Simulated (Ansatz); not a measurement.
## A hypothetical structure for SrGa3

Starting from a made-up structure for SrGa3, the aim is the relaxed cell, its shortest contacts and, where a second run follows, its electronic structure.

Calculated with Ansatz 0.2.0; DFT, PBEsol, plane-wave PAW, files of the set soft_1, scalar-relativistic, no spin, cell and ions relaxed at zero pressure; PAW set soft_1, in the first sound run; inputs show where later runs differ.

### 1. The starting structure

The structure is cubic, space group Fm-3m (No. 225). Conventional cell: a = 7.459 Å, b = 7.459 Å, c = 7.459 Å, α = 90.00°, β = 90.00°, γ = 90.00°. Nearest to Sr lie 8 Ga at 3.23 Å. Nearest to Ga lie 8 Ga at 3.23 Å. Nearest to Ga lie 4 Ga at 3.23 Å and 4 Sr at 3.23 Å. Farther neighbours are not listed.

Structure file:

```cif
data_structure
_symmetry_space_group_name_H-M 'P 1'
_symmetry_Int_Tables_number 1
_cell_length_a 5.2743
_cell_length_b 5.2743
_cell_length_c 5.2743
_cell_angle_alpha 60.000
_cell_angle_beta 60.000
_cell_angle_gamma 60.000
_cell_volume 103.75
loop_
_atom_site_label
_atom_site_type_symbol
_atom_site_fract_x
_atom_site_fract_y
_atom_site_fract_z
_atom_site_occupancy
Sr1 Sr 0.00000 0.00000 0.00000 1
Ga2 Ga 0.50000 0.50000 0.50000 1
Ga3 Ga 0.75000 0.75000 0.75000 1
Ga4 Ga 0.25000 0.25000 0.25000 1
```

### 2. Relaxation of the guess

The guess takes its coordinates from another compound and its volume from a rule, so the cell and any free coordinates are relaxed together.

The input, input.yaml:

```yaml
crystal:
  lattice:
    - [0.0, 3.7295, 3.7295]
    - [3.7295, 0.0, 3.7295]
    - [3.7295, 3.7295, 0.0]
  atoms:
    - { symbol: Sr, position: [0.0, 0.0, 0.0] }
    - { symbol: Ga, position: [0.5, 0.5, 0.5] }
    - { symbol: Ga, position: [0.75, 0.75, 0.75] }
    - { symbol: Ga, position: [0.25, 0.25, 0.25] }
kpoints:
  mp_grid: { grid: [6, 6, 6] }
scf:
  occupations: { method: fermi_dirac, width: 0.05 }
hamiltonian:
  xc: pbesol
  pseudopotentials: { kind: paw, azcp: { folder: soft_1 }, xc_functional: pbe }
relax:
  f_tol: 0.015
  max_steps: 70
  cell: {}
output:
  forces: true
  stress: true
```

The run is started by

```
ansatz run input.yaml --threads 4 --pin off --max-ram 8192MiB --backend cpu --events-out ev --progress --plain --runs-dir out
```

Numbers of over 12 decimals in the logs are rounded to 6 here.

What it wrote:

```text
Engine: ansatz 0.2.0, aarch64-unknown-linux-gnu
Pseudopotentials: kind: paw
Pseudopotential: Sr, paw, valence charge 10, recommended cutoff 420 eV (normal), soft_1/Sr.paw.azcp
Pseudopotential: Ga, paw, valence charge 13, recommended cutoff 420 eV (normal), soft_1/Ga.paw.azcp
Functional definition: PBEsol
  exchange = pbesol_x
  correlation = pbesol_c
Crystal: 4 atoms, lattice volume = 103.749 Å³
Basis set: ecut = 420 eV, 2085 PW (Γ), exchange–correlation on 72×72×72 points (8 copies of the dense FFT grid, shifted against one another)
Bands: 30, of which v1, the nominal top of the filled ones, is band 25 counted from 1 (24 counted from 0)
Symmetry: 48 space group operations
Space group: Fm-3m (ITA 225), of the structure as read, at distance tolerance 4.7e-5 Å
k-points: 16 of 216
Non-local potential: Sr, projectors of the file, l = 0: 3, l = 1: 2, l = 2: 2
Non-local potential: Ga, projectors of the file, l = 0: 2, l = 1: 2, l = 2: 3, l = 3: 1
PAW form: soft (Blöchl's): semilocal exchange-correlation on the pseudo side does not see the compensation charge
PAW frozen core: Sr, regenerated for the run's functional, and the local potential with it (the file was generated under x = pbe(κ = 0.804, μ = 0.219515), c = pbe(β = 0.066725))
PAW frozen core: Ga, regenerated for the run's functional, and the local potential with it (the file was generated under x = pbe(κ = 0.804, μ = 0.219515), c = pbe(β = 0.066725))
PAW one-centre angular grid: Sr, 110 points (default); XC on 64 Gauss nodes
PAW one-centre angular grid: Ga, 590 points (default); XC on 64 Gauss nodes
Initial density: superposition of atomic densities (chi_scale 0.1, normalization cell, long waves kept (reshape's long-wave potential 0.00 eV rms))
Initial wavefunctions: pseudopotential atomic-orbital guess
Functional: x = pbesol(κ = 0.804, μ = 0.123457), c = pbesol(β = 0.046)
SCF iter   1: F=—  HF=-14723.037518 eV  |F-HF|=—  |Δ(HF+E_count)|=         —  Δρ=3.01e-2  dr2=1.83e0  ethr=3.10e-3  ⟨swp⟩=9.2  Hψ=2495  notcnv=0
preconditioner: auto → Resta (q_TF=auto, 2.408 Å⁻¹)  ε∞=4.5  [insulator: Δε(μ)=0.133 eV  Ē_g=13.337 eV  σ=0.050 eV  W_gap=0.58  n_scr=26 (ndim 8)  ℏωp=25.0 eV  f_vac=0.000  D(μ)=3.11/eV (n_scr^D=14)  ε∞_Penn≈4.5]
SCF iter   2: F=—  HF=-14722.421327 eV  |F-HF|=—  |Δ(HF+E_count)|=   6.16e-1  Δρ=1.42e-2  dr2=3.25e-1  ethr=3.10e-3  ⟨swp⟩=3.0  Hψ=1065  notcnv=0  defer=3
preconditioner: auto → Kerker (q_TF=auto, 2.408 Å⁻¹)  [metal: Δε(μ)=0.091 eV  Ē_g=14.244 eV  σ=0.050 eV  W_gap=0.41  n_scr=26 (ndim 8)  ℏωp=25.0 eV  f_vac=0.000  D(μ)=2.64/eV (n_scr^D=14)]
SCF iter   3: F=—  HF=-14722.318094 eV  |F-HF|=—  |Δ(HF+E_count)|=   1.03e-1  Δρ=6.98e-3  dr2=1.01e-1  ethr=6.63e-4  ⟨swp⟩=2.9  Hψ=911  notcnv=0  defer=3
SCF iter   4: F=—  HF=-14722.283472 eV  |F-HF|=—  |Δ(HF+E_count)|=   3.46e-2  Δρ=2.54e-3  dr2=4.28e-3  ethr=2.07e-4  ⟨swp⟩=3.2  Hψ=1015  notcnv=0  defer=3
SCF iter   5: F=—  HF=-14722.283774 eV  |F-HF|=—  |Δ(HF+E_count)|=   3.03e-4  Δρ=3.50e-4  dr2=8.65e-5  ethr=8.73e-6  ⟨swp⟩=2.0  Hψ=871  notcnv=0  defer=3
SCF iter   6: F=—  HF=-14722.283804 eV  |F-HF|=—  |Δ(HF+E_count)|=   2.93e-5  Δρ=1.09e-4  dr2=1.54e-5  ethr=1.76e-7  ⟨swp⟩=2.1  Hψ=882  notcnv=0  defer=2
SCF iter   7: F=—  HF=-14722.283805 eV  |F-HF|=—  |Δ(HF+E_count)|=   1.35e-6  Δρ=7.17e-5  dr2=3.23e-6  ethr=3.15e-8  ⟨swp⟩=2.0  Hψ=809  notcnv=0  defer=2
SCF iter   8: F=—  HF=-14722.283802 eV  |F-HF|=—  |Δ(HF+E_count)|=   3.05e-6  Δρ=3.02e-5  dr2=9.28e-7  ethr=6.59e-9  ⟨swp⟩=2.0  Hψ=798  notcnv=0  defer=2
SCF iter   9: F=-14722.283802 eV  HF=-14722.283802 eV  |F-HF|=3.68e-8  |Δ(HF+E_count)|=   2.33e-7  Δρ=6.33e-6  dr2=5.94e-8  ethr=2.04e-10  ⟨swp⟩=3.6  Hψ=2060  notcnv=0
SCF 1 converged in 9 iterations: F = -14722.283802 eV  dr2 = 5.94e-8
  greatest PAW one-centre occupation: 0.995 electrons in one spin orbital (limit 2), on the Ga atom at site 1 (counted from 0), in its partial waves of l = 2
relax step   1: F+E_penalty+E_count = -14722.28380169 eV  Δ(F+E_penalty+E_count) = +0.000e0 eV  max|allowed force component| = 1.012e-18 eV/Å  Δτ_max = 0.0000 Å  P = -4.983 GPa  Ω = 103.749 Å³  (9 SCF iters, dr2 threshold 1.00e-7 eV, accepted)
Crystal: 4 atoms, lattice volume = 91.413 Å³
Basis set: ecut = 420 eV, 1807 PW (Γ), exchange–correlation on 72×72×72 points (8 copies of the dense FFT grid, shifted against one another)
Initial density: handed on by an earlier stage of this run
Initial wavefunctions: those handed on with the density
iter 1 solved again at ethr=6.53e-5 eV; its pass at ethr=3.10e-3 eV (dr2=3.20e-2 eV) is discarded
SCF iter   1: F=—  HF=-14722.564919 eV  |F-HF|=—  |Δ(HF+E_count)|=         —  Δρ=4.26e-3  dr2=3.31e-2  ethr=6.53e-5  ⟨swp⟩=2.0  Hψ=2886  notcnv=0
preconditioner: auto → none  [insulator: Δε(μ)=0.154 eV  Ē_g=14.705 eV  σ=0.050 eV  W_gap=0.65  n_scr=14 (ndim 8)  ℏωp=26.6 eV  f_vac=0.000  D(μ)=2.17/eV (n_scr^D=14)  ε∞_Penn≈4.3]
SCF iter   2: F=—  HF=-14722.552558 eV  |F-HF|=—  |Δ(HF+E_count)|=   1.24e-2  Δρ=2.20e-3  dr2=2.26e-3  ethr=6.53e-5  ⟨swp⟩=2.9  Hψ=920  notcnv=0
SCF iter   3: F=—  HF=-14722.551628 eV  |F-HF|=—  |Δ(HF+E_count)|=   9.30e-4  Δρ=7.63e-4  dr2=3.49e-4  ethr=4.61e-6  ⟨swp⟩=2.0  Hψ=815  notcnv=0
SCF iter   4: F=—  HF=-14722.551637 eV  |F-HF|=—  |Δ(HF+E_count)|=   8.89e-6  Δρ=3.66e-4  dr2=5.54e-5  ethr=7.13e-7  ⟨swp⟩=2.0  Hψ=856  notcnv=0
SCF iter   5: F=—  HF=-14722.551645 eV  |F-HF|=—  |Δ(HF+E_count)|=   8.24e-6  Δρ=1.08e-4  dr2=4.83e-6  ethr=1.13e-7  ⟨swp⟩=2.0  Hψ=809  notcnv=0
SCF iter   6: F=—  HF=-14722.551647 eV  |F-HF|=—  |Δ(HF+E_count)|=   1.84e-6  Δρ=2.07e-5  dr2=6.74e-7  ethr=9.85e-9  ⟨swp⟩=2.0  Hψ=809  notcnv=0
SCF iter   7: F=-14722.551646 eV  HF=-14722.551646 eV  |F-HF|=2.40e-9  |Δ(HF+E_count)|=   4.22e-7  Δρ=3.60e-6  dr2=6.90e-9  ethr=8.16e-10  ⟨swp⟩=5.0  Hψ=1930  notcnv=0
SCF 2 converged in 7 iterations: F = -14722.551646 eV  dr2 = 6.90e-9
  greatest PAW one-centre occupation: 0.994 electrons in one spin orbital (limit 2), on the Ga atom at site 1 (counted from 0), in its partial waves of l = 2
relax step   2: F+E_penalty+E_count = -14722.55164646 eV  Δ(F+E_penalty+E_count) = -2.678e-1 eV  max|allowed force component| = 4.481e-18 eV/Å  Δτ_max = 0.0000 Å  P = -1.478 GPa  Ω = 91.413 Å³  energy of the carried Pulay correction = +1.668e-3 eV  (7 SCF iters, dr2 threshold 4.00e-7 eV, accepted)
Crystal: 4 atoms, lattice volume = 87.054 Å³
Basis set: ecut = 420 eV, 1687 PW (Γ), exchange–correlation on 72×72×72 points (8 copies of the dense FFT grid, shifted against one another)
iter 1 solved again at ethr=1.11e-5 eV; its pass at ethr=3.10e-3 eV (dr2=5.43e-3 eV) is discarded
SCF iter   1: F=—  HF=-14722.568471 eV  |F-HF|=—  |Δ(HF+E_count)|=         —  Δρ=1.84e-3  dr2=5.58e-3  ethr=1.11e-5  ⟨swp⟩=1.4  Hψ=2758  notcnv=0
preconditioner: auto → none  [insulator: Δε(μ)=0.156 eV  Ē_g=14.897 eV  σ=0.050 eV  W_gap=0.65  n_scr=14 (ndim 8)  ℏωp=27.3 eV  f_vac=0.000  D(μ)=2.43/eV (n_scr^D=14)  ε∞_Penn≈4.4]
SCF iter   2: F=—  HF=-14722.566451 eV  |F-HF|=—  |Δ(HF+E_count)|=   2.02e-3  Δρ=9.25e-4  dr2=3.94e-4  ethr=1.11e-5  ⟨swp⟩=2.1  Hψ=893  notcnv=0
SCF iter   3: F=—  HF=-14722.566291 eV  |F-HF|=—  |Δ(HF+E_count)|=   1.60e-4  Δρ=3.28e-4  dr2=6.42e-5  ethr=8.05e-7  ⟨swp⟩=2.0  Hψ=818  notcnv=0
SCF iter   4: F=—  HF=-14722.566291 eV  |F-HF|=—  |Δ(HF+E_count)|=   9.10e-8  Δρ=1.58e-4  dr2=1.03e-5  ethr=1.31e-7  ⟨swp⟩=2.0  Hψ=856  notcnv=0
SCF iter   5: F=—  HF=-14722.566292 eV  |F-HF|=—  |Δ(HF+E_count)|=   1.02e-6  Δρ=4.86e-5  dr2=8.90e-7  ethr=2.11e-8  ⟨swp⟩=2.0  Hψ=809  notcnv=0
SCF iter   6: F=-14722.566292 eV  HF=-14722.566293 eV  |F-HF|=3.05e-7  |Δ(HF+E_count)|=   4.54e-7  Δρ=1.05e-5  dr2=1.58e-7  ethr=8.16e-10  ⟨swp⟩=5.0  Hψ=1878  notcnv=0
SCF 3 converged in 6 iterations: F = -14722.566292 eV  dr2 = 1.58e-7
  greatest PAW one-centre occupation: 0.994 electrons in one spin orbital (limit 2), on the Ga atom at site 3 (counted from 0), in its partial waves of l = 2
relax step   3: F+E_penalty+E_count = -14722.56629231 eV  Δ(F+E_penalty+E_count) = -1.465e-2 eV  max|allowed force component| = 4.499e-18 eV/Å  Δτ_max = 0.0000 Å  P = +0.531 GPa  Ω = 87.054 Å³  energy of the carried Pulay correction = +2.327e-3 eV  (6 SCF iters, dr2 threshold 4.00e-7 eV, accepted)
Crystal: 4 atoms, lattice volume = 88.165 Å³
Basis set: ecut = 420 eV, 1759 PW (Γ), exchange–correlation on 72×72×72 points (8 copies of the dense FFT grid, shifted against one another)
iter 1 solved again at ethr=6.05e-7 eV; its pass at ethr=3.10e-3 eV (dr2=2.97e-4 eV) is discarded
SCF iter   1: F=—  HF=-14722.568001 eV  |F-HF|=—  |Δ(HF+E_count)|=         —  Δρ=4.92e-4  dr2=4.06e-4  ethr=6.05e-7  ⟨swp⟩=2.7  Hψ=2532  notcnv=0
preconditioner: auto → none  [insulator: Δε(μ)=0.153 eV  Ē_g=14.942 eV  σ=0.050 eV  W_gap=0.64  n_scr=14 (ndim 8)  ℏωp=27.1 eV  f_vac=0.000  D(μ)=2.23/eV (n_scr^D=14)  ε∞_Penn≈4.3]
SCF iter   2: F=—  HF=-14722.567855 eV  |F-HF|=—  |Δ(HF+E_count)|=   1.46e-4  Δρ=2.41e-4  dr2=2.78e-5  ethr=6.05e-7  ⟨swp⟩=2.0  Hψ=817  notcnv=0
SCF iter   3: F=—  HF=-14722.567847 eV  |F-HF|=—  |Δ(HF+E_count)|=   7.88e-6  Δρ=8.33e-5  dr2=4.51e-6  ethr=5.67e-8  ⟨swp⟩=2.0  Hψ=818  notcnv=0
SCF iter   4: F=—  HF=-14722.567847 eV  |F-HF|=—  |Δ(HF+E_count)|=   1.17e-7  Δρ=4.17e-5  dr2=8.06e-7  ethr=9.21e-9  ⟨swp⟩=2.1  Hψ=869  notcnv=0
SCF iter   5: F=-14722.567847 eV  HF=-14722.567847 eV  |F-HF|=5.34e-9  |Δ(HF+E_count)|=   6.37e-8  Δρ=1.33e-5  dr2=6.86e-8  ethr=8.16e-10  ⟨swp⟩=5.0  Hψ=1776  notcnv=0
SCF 4 converged in 5 iterations: F = -14722.567847 eV  dr2 = 6.86e-8
relax step   4: F+E_penalty+E_count = -14722.56784701 eV  Δ(F+E_penalty+E_count) = -1.555e-3 eV  max|allowed force component| = 7.011e-18 eV/Å  Δτ_max = 0.0000 Å  P = -0.028 GPa  Ω = 88.165 Å³  energy of the carried Pulay correction = +2.155e-3 eV  (5 SCF iters, dr2 threshold 4.00e-7 eV, accepted)
Initial wavefunctions: pseudopotential atomic-orbital guess (no wavefunctions were taken with the density)
iter 1 solved again at ethr=7.86e-7 eV; its pass at ethr=3.10e-3 eV (dr2=3.85e-4 eV) is discarded
SCF iter   1: F=—  HF=-14722.565752 eV  |F-HF|=—  |Δ(HF+E_count)|=         —  Δρ=1.99e-4  dr2=1.20e-5  ethr=7.86e-7  ⟨swp⟩=3.2  Hψ=3852  notcnv=0
preconditioner: auto → none  [insulator: Δε(μ)=0.154 eV  Ē_g=14.927 eV  σ=0.050 eV  W_gap=0.64  n_scr=14 (ndim 8)  ℏωp=27.1 eV  f_vac=0.000  D(μ)=2.24/eV (n_scr^D=14)  ε∞_Penn≈4.3]
SCF iter   2: F=—  HF=-14722.565753 eV  |F-HF|=—  |Δ(HF+E_count)|=   9.93e-7  Δρ=1.59e-4  dr2=8.74e-6  ethr=2.45e-8  ⟨swp⟩=2.0  Hψ=767  notcnv=0
SCF iter   3: F=—  HF=-14722.565761 eV  |F-HF|=—  |Δ(HF+E_count)|=   7.98e-6  Δρ=3.63e-5  dr2=1.18e-6  ethr=1.78e-8  ⟨swp⟩=2.1  Hψ=809  notcnv=0
SCF iter   4: F=—  HF=-14722.565760 eV  |F-HF|=—  |Δ(HF+E_count)|=   1.25e-6  Δρ=4.60e-6  dr2=1.29e-8  ethr=2.41e-9  ⟨swp⟩=2.0  Hψ=809  notcnv=0
SCF iter   5: F=—  HF=-14722.565760 eV  |F-HF|=—  |Δ(HF+E_count)|=  2.51e-10  Δρ=1.73e-6  dr2=2.14e-9  ethr=2.63e-11  ⟨swp⟩=2.1  Hψ=865  notcnv=0
SCF iter   6: F=—  HF=-14722.565760 eV  |F-HF|=—  |Δ(HF+E_count)|=  4.15e-10  Δρ=4.90e-7  dr2=1.45e-10  ethr=4.38e-12  ⟨swp⟩=2.0  Hψ=809  notcnv=0
SCF iter   7: F=-14722.565760 eV  HF=-14722.565760 eV  |F-HF|=5.46e-12  |Δ(HF+E_count)|=  5.64e-11  Δρ=8.93e-8  dr2=4.67e-12  ethr=1.00e-12  ⟨swp⟩=5.0  Hψ=1983  notcnv=0
SCF 5 converged in 7 iterations: F = -14722.565760 eV  dr2 = 4.67e-12
relax step   5: F+E_penalty+E_count = -14722.56575961 eV  Δ(F+E_penalty+E_count) = +2.087e-3 eV  max|allowed force component| = 8.312e-18 eV/Å  Δτ_max = 0.0000 Å  P = -0.035 GPa  Ω = 88.165 Å³  stress off target by 3.49e-2 GPa  SCF on the basis re-selected at this cell (its energy is not comparable with the rows above)  (7 SCF iters)
basis re-selected at this cell: Δ(F+E_penalty+E_count) = +2.087e-3 eV, ΔP = -0.007 GPa vs the last step (what re-selecting the basis moved, of the pressure what is left beyond the Pulay correction that the steps carried, after the strain that the cell walked since its last selection, with what the two solves' SCF thresholds leave and, on support functions, any second-order correction that the steps lacked; it is no m [...]
SCF converged after 7 iterations
Free energy (F): -14722.565760 eV
Harris-Foulkes:  -14722.565760 eV  (|F-HF|=5.46e-12)
Internal energy: -14722.546084 eV  (E = F + TS)
E sigma→0 (E₀):  -14722.555922 eV
Entropy (-TS):   -0.019675 eV (-4.919 meV/atom)
Fermi energy:    9.523589 eV
--- Per-component energies (eV) ---
  E_band       = -195.550323
  E_kinetic    = 568.569621
  E_local      = -4683.719424  (includes V_loc(G=0)·N_el)
  E_nonlocal   = -56.934977
  E_hartree    = 2764.094882
  E_xc         = -364.952766
  E_vxc        = -326.440170  (∫ρ·V_xc dr)
  E_paw        = -8474.758590  (= ΣΔE_a)
  E_vpaw       = -1225.214549  (= ΣTr[D̂ρ^β])
  E_aug_tail   = -0.000604  (compensation charges beyond the density's cutoff)
  E_ewald      = -4477.567512
  E_core_change = 2.723285  (= ΣΔE_core)
  E_smearing   = -0.019675  (= −TS)
  E_closure    = 0.000000  (closes the sum)
  Σ components = -14722.565760   (vs F -14722.565760, Δ=0.00e0)
--- Forces (eV/Å), atoms counted from 1 ---
  atom   1  Sr    -0.00000000     0.00000000     0.00000000
  atom   2  Ga     0.00000000     0.00000000     0.00000000
  atom   3  Ga    -0.00000000    -0.00000000    -0.00000000
  atom   4  Ga     0.00000000     0.00000000     0.00000000
  max |Σ_I F_I| component: 2.60e-18 eV/Å
--- Stress (GPa, compression-positive) ---
       -0.034950      -0.000000      -0.000000
        0.000000      -0.034950       0.000000
       -0.000000      -0.000000      -0.034950
  P = ⅓ Tr σ = -0.0349 GPa (-0.349 kbar)
--- Relaxed structure (4 steps of the walk, 4 accepted, 1 SCFs on fresh bases) ---
  F+E_penalty+E_count = -14722.56575961 eV   max|allowed force component| = 8.312e-18 eV/Å   (the final SCF, on the basis selected at the relaxed cell)
  cell:  # Å, volume = 88.1650 Å³
    - [0, 3.532553, 3.532553]
    - [3.532553, 0, 3.532553]
    - [3.532553, 3.532553, 0]
  atoms:
    - { symbol: Sr, position: [0, 0, 0] }
    - { symbol: Ga, position: [0.500000, 0.500000, 0.500000] }
    - { symbol: Ga, position: [0.75, 0.75, 0.75] }
    - { symbol: Ga, position: [0.250000, 0.250000, 0.250000] }
```

Run time: 4.5 s. Hardware: 4 threads of Arm Neoverse V1, shared host; peak memory 0.43 GiB.

Step by step:

| step | energy less that of the first step (eV) | largest force component (eV/Å) | pressure (GPa) | volume (Å³) |
| --- | --- | --- | --- | --- |
| 1 | 0.0000 | 0.0000 | -4.98 | 103.75 |
| 2 | -0.2678 | 0.0000 | -1.48 | 91.41 |
| 3 | -0.2825 | 0.0000 | 0.53 | 87.05 |
| 4 | -0.2840 | 0.0000 | -0.03 | 88.16 |
| 5* | -0.2820 | 0.0000 | -0.03 | 88.16 |

Relaxation steps marked * repeat the geometry before them on a plane-wave basis chosen anew for their cell, so energy and pressure can jump there.

The run keeps the 48 symmetry operations that it works with, so distortions that break them were not tested.

| conventional cell, symmetrised | before | after | change |
| --- | --- | --- | --- |
| a (Å) | 7.459 | 7.065 | -5.3 % |
| b (Å) | 7.459 | 7.065 | -5.3 % |
| c (Å) | 7.459 | 7.065 | -5.3 % |
| volume (Å³/atom) | 25.94 | 22.04 | -15.0 % |

The relaxed structure:

```xyz
4
Lattice="0.0000 3.5326 3.5326 3.5326 0.0000 3.5326 3.5326 3.5326 0.0000" Properties=species:S:1:pos:R:3 pbc="T T T"
Sr    0.0000    0.0000    0.0000
Ga    3.5326    3.5326    3.5326
Ga    5.2988    5.2988    5.2988
Ga    1.7663    1.7663    1.7663
```

This step gave:

* free energy: -14722.5658 eV
* energy at zero smearing: -14722.5559 eV
* smearing term TS: 0.01968 eV
* Fermi energy: 9.524 eV
* electrons: 49
* symmetry operations: 48
* pressure: -0.03495 GPa

Shortest distances by pair of elements, guess and relaxed (not always the same contact):

| pair | guess (Å) | relaxed (Å) |
| --- | --- | --- |
| Ga–Sr | 3.230 | 3.059 |
| Ga–Ga | 3.230 | 3.059 |
| Sr–Sr | 5.274 | 4.996 |

The relaxation ends with a pressure of -0.03 GPa.

[end of part 1 of 2]

[Logs are printed without paths, hosts, clocks, repeated set-up lines and the standing remarks that a program may print on its own settings, such as how far it seeks lower states.]

[Hosts, paths, dates, database ids (printed as entryN), source tags and the programs' standing remarks are cut or masked in the printed files.]
